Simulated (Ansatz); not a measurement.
# Lattice dynamics of ScIr3C (Pm-3m), part 3 of 3

Aim: the vibrations of ScIr3C (Pm-3m), their spectra, and whether the structure is stable.

Ansatz 0.2.0; DFT PBEsol, scalar-relativistic, plane waves, PAW; PAW set soft_1.

So far. Step 3 (Relaxing to small forces for the phonons): The forces vanish by symmetry and the pressure is 0.007 GPa, within the tolerances set. The cell now holds 19.27 Å³/atom. Step 4 (Modes at Γ): Before it was imposed, the acoustic sum rule was missed by 5.2e-5 eV/Å². Small misses are needed for a sound result but don't prove that mesh and cutoff are converged. The lowest optical mode is imaginary, 340.4i cm⁻¹, so the energy falls along it. The relaxed cell has a = 4.585 Å (conventional setting).

### Step 5. The dispersion (continued)

Interpolated from a 4×4×4 q mesh. The phonon branches at the labelled points (cm⁻¹):

| point | branch 1 | branch 2 | branch 3 | branch 4 | branch 12 | branch 13 | branch 14 | branch 15 |
| --- | --- | --- | --- | --- | --- | --- | --- | --- |
| Γ | -340 | -340 | -340 | -134 | 0 | 402 | 402 | 402 |
| halfway | -329 | -329 | -315 | -133 | 108 | 377 | 400 | 400 |
| X | -323 | -323 | -283 | -134 | 173 | 366 | 398 | 398 |
| halfway | -326 | -313 | -302 | -131 | 176 | 360 | 380 | 396 |
| M | -322 | -322 | -302 | -129 | 181 | 357 | 357 | 394 |
| halfway | -331 | -320 | -308 | -131 | 104 | 379 | 380 | 398 |
| Γ | -340 | -340 | -340 | -134 | 0 | 402 | 402 | 402 |
| halfway | -333 | -333 | -298 | -103 | 96 | 379 | 382 | 382 |
| R | -337 | -337 | -337 | -80 | 185 | 347 | 347 | 347 |
| halfway | -336 | -314 | -313 | -98 | 179 | 354 | 380 | 382 |
| X | -323 | -323 | -283 | -134 | 173 | 366 | 398 | 398 |
| jump to R | -337 | -337 | -337 | -80 | 185 | 347 | 347 | 347 |
| halfway | -328 | -328 | -324 | -90 | 183 | 351 | 351 | 380 |
| M | -322 | -322 | -302 | -129 | 181 | 357 | 357 | 394 |

The phonon density of states has structure finer than the step of the table below, so its rows give means over 25 cm⁻¹, whole bins alone (the curve runs from -345 to 405 cm⁻¹). Peaks (cm⁻¹: height): -325.0: 0.106, -95.0: 0.230, 175.0: 0.0382, 395.0: 0.0924.

Tetrahedra on a 16×16×16 mesh, mean over bins of 10 cm-1. Interpolated from a 4×4×4 q mesh. The phonon density of states by wavenumber; means over each step:

wavenumber (cm⁻¹), phonon density of states (1/cm⁻¹/cell) and a bar:
```
     -325      0.075 #################
     -300      0.033 #######
     -275      0.001 
     -250      0.000 
     -225      0.000 
     -200      0.000 
     -175      0.000 
     -150      0.003 #
     -125      0.037 ########
     -100      0.136 ##############################
      -75      0.077 #################
      -50      0.014 ###
      -25      0.007 ##
        0      0.005 #
       25      0.005 #
       50      0.007 #
       75      0.008 ##
      100      0.010 ##
      125      0.012 ###
      150      0.016 ####
      175      0.023 #####
      200      0.001 
      225      0.000 
      250      0.000 
      275      0.000 
      300      0.000 
      325      0.000 
      350      0.024 #####
      375      0.054 ############
```

The partial phonon density of states has structure finer than the step of the table below, so its rows give means over 25 cm⁻¹, whole bins alone (the curve runs from -350 to 424 cm⁻¹). Peaks (cm⁻¹: height): C -326.0: 0.0964; Ir -92.1: 0.222, 175.8: 0.0298; Sc -126.3: 0.00796, 361.0: 0.0514, 390.2: 0.0561.

Phonopy on the run's constants, 13x13x13 mesh, Gaussian sigma 5.5 cm-1. Interpolated from a 4×4×4 q mesh. Table of partial phonon density of states by wavenumber; means over each step; values in 1/cm⁻¹/cell:

| wavenumber (cm⁻¹) | C | Ir | Sc |
| --- | --- | --- | --- |
| -325 | 0.0750 | 0.00165 | 2.4e-5 |
| -300 | 0.0328 | 3.4e-4 | 1.4e-5 |
| -275 | 0.00123 | 7.1e-6 | 8.0e-8 |
| -250 | 0 | 0 | 0 |
| -225 | 0 | 0 | 0 |
| -200 | 0 | 0 | 0 |
| -175 | 0 | 0 | 0 |
| -150 | 1.2e-5 | 0.00196 | 4.6e-4 |
| -125 | 2.0e-4 | 0.0301 | 0.00571 |
| -100 | 9.4e-4 | 0.131 | 0.00239 |
| -75 | 8.1e-4 | 0.0788 | 9.6e-4 |
| -50 | 9.4e-5 | 0.0130 | 0.00117 |
| -25 | 6.2e-5 | 0.00646 | 6.9e-4 |
| 0 | 2.3e-5 | 0.00234 | 2.6e-4 |
| 25 | 3.2e-5 | 0.00345 | 4.3e-4 |
| 50 | 3.5e-5 | 0.00593 | 9.5e-4 |
| 75 | 1.9e-5 | 0.00926 | 0.00156 |
| 100 | 1.5e-5 | 0.00512 | 7.8e-4 |
| 125 | 1.1e-5 | 0.0146 | 0.00189 |
| 150 | 6.2e-6 | 0.0140 | 8.9e-4 |
| 175 | 6.3e-6 | 0.0217 | 4.3e-4 |
| 200 | 0 | 0.00101 | 8.5e-6 |
| 225 | 0 | 0 | 0 |
| 250 | 0 | 0 | 0 |
| 275 | 0 | 0 | 0 |
| 300 | 0 | 0 | 0 |
| 325 | 0 | 1.9e-6 | 1.0e-4 |
| 350 | 3.5e-6 | 0.00102 | 0.0235 |
| 375 | 6.2e-6 | 0.00760 | 0.0454 |
| 400 | 0 | 0.00995 | 0.0322 |

Symmetry leaves 10 wavevectors to solve. The lowest mode among them, the acoustic zeros apart, lies at Γ and is imaginary, 340.4i cm⁻¹, so the energy falls along it.

### Step 6. Another isotope

An isotope changes the mass and not the force constants, so no new electronic calculation is needed; the shifts show which modes move this element.

The same force constants with the mass of C changed from 12.011 to 13.003 u (phonopy, no LO-TO term). Both lists are sorted by frequency; levels can cross, so a row need not hold one and the same mode. Modes under 3 cm⁻¹ are left out. Isotope shifts, by row, the first 40 of 57 rows:

| q | rank | natural mass (cm⁻¹) | changed mass (cm⁻¹) |
| --- | --- | --- | --- |
| 0 0 0 | 1 | -340.4 | -327.6 |
| 0 0 0 | 2 | -340.4 | -327.6 |
| 0 0 0 | 3 | -340.4 | -327.6 |
| 0 0 0 | 4 | -133.5 | -133.5 |
| 0 0 0 | 5 | -133.5 | -133.5 |
| 0 0 0 | 6 | -133.5 | -133.5 |
| 0 0 0 | 7 | -90.68 | -90.68 |
| 0 0 0 | 8 | -90.68 | -90.68 |
| 0 0 0 | 9 | -90.68 | -90.68 |
| 0 0 0 | 13 | 402.3 | 402.3 |
| 0 0 0 | 14 | 402.3 | 402.3 |
| 0 0 0 | 15 | 402.3 | 402.3 |
| 0 0 0.25 | 1 | -329.1 | -316.6 |
| 0 0 0.25 | 2 | -329.1 | -316.6 |
| 0 0 0.25 | 3 | -315.3 | -303.3 |
| 0 0 0.25 | 4 | -132.8 | -132.8 |
| 0 0 0.25 | 5 | -132.8 | -132.8 |
| 0 0 0.25 | 6 | -108.6 | -108.6 |
| 0 0 0.25 | 7 | -94.1 | -94.1 |
| 0 0 0.25 | 8 | -91.16 | -91.15 |
| 0 0 0.25 | 9 | -91.16 | -91.15 |
| 0 0 0.25 | 10 | -42.18 | -42.16 |
| 0 0 0.25 | 11 | -42.18 | -42.16 |
| 0 0 0.25 | 12 | 108.3 | 108.3 |
| 0 0 0.25 | 13 | 377.3 | 377.3 |
| 0 0 0.25 | 14 | 399.7 | 399.7 |
| 0 0 0.25 | 15 | 399.7 | 399.7 |
| 0 0 -0.5 | 1 | -322.6 | -310.3 |
| 0 0 -0.5 | 2 | -322.6 | -310.3 |
| 0 0 -0.5 | 3 | -282.9 | -271.9 |
| 0 0 -0.5 | 4 | -133.6 | -133.6 |
| 0 0 -0.5 | 5 | -133.6 | -133.6 |
| 0 0 -0.5 | 6 | -102.8 | -102.8 |
| 0 0 -0.5 | 7 | -93.71 | -93.64 |
| 0 0 -0.5 | 8 | -93.71 | -93.64 |
| 0 0 -0.5 | 9 | -92.21 | -92.21 |
| 0 0 -0.5 | 10 | -62.45 | -62.45 |
| 0 0 -0.5 | 11 | -62.45 | -62.45 |
| 0 0 -0.5 | 12 | 172.6 | 172.6 |
| 0 0 -0.5 | 13 | 365.6 | 365.6 |

A mode of this element alone would shift by -3.89 %. The highest zone-centre frequency without the field goes from 402.3 to 402.3 cm⁻¹ (+0.0 %).

### Step 7. Summary of results

```json
{"space group after relaxation (within 0.01 Å)": "Pm-3m", "volume per atom": "19.3 Å³", "electronic character": "no gap on this mesh", "highest optical mode at the zone centre (no LO-TO term)": "402 cm⁻¹", "lowest optical zone-centre mode": "-340 cm⁻¹", "lowest mode on the q mesh (acoustic modes at Γ apart)": "-340 cm⁻¹", "highest frequency on the path or at a solved wavevector": "402 cm⁻¹", "imaginary modes on the 4×4×4 q mesh": "yes"}
```

**Reading.** Modes are clearly imaginary (beyond 10i cm⁻¹) at 10 of the 10 irreducible wavevectors, most at Γ (340.4i cm⁻¹), so this structure is not a minimum of the energy. The optical modes at Γ span -340 to 402 cm⁻¹ (negative means imaginary). The highest mode in this list at Γ, 402.3 cm⁻¹, is mostly motion of Sc (74 % of the kinetic energy). With no gap, or one that is small against the smearing, the frequencies hang on the k mesh and the smearing, most of all near Kohn anomalies. Spin-orbit coupling is left out, which can matter for the heavy elements here. The PAW files were made for PBE and serve the other functionals too. These are harmonic frequencies at zero temperature: anharmonic shifts, linewidths and thermal expansion are left out.

[Logs are printed without paths, hosts, clocks, repeated set-up lines and the standing remarks that a program may print on its own settings, such as how far it seeks lower states.]

[Hosts, paths, dates, database ids (printed as entryN), source tags and the programs' standing remarks are cut or masked in the printed files.]
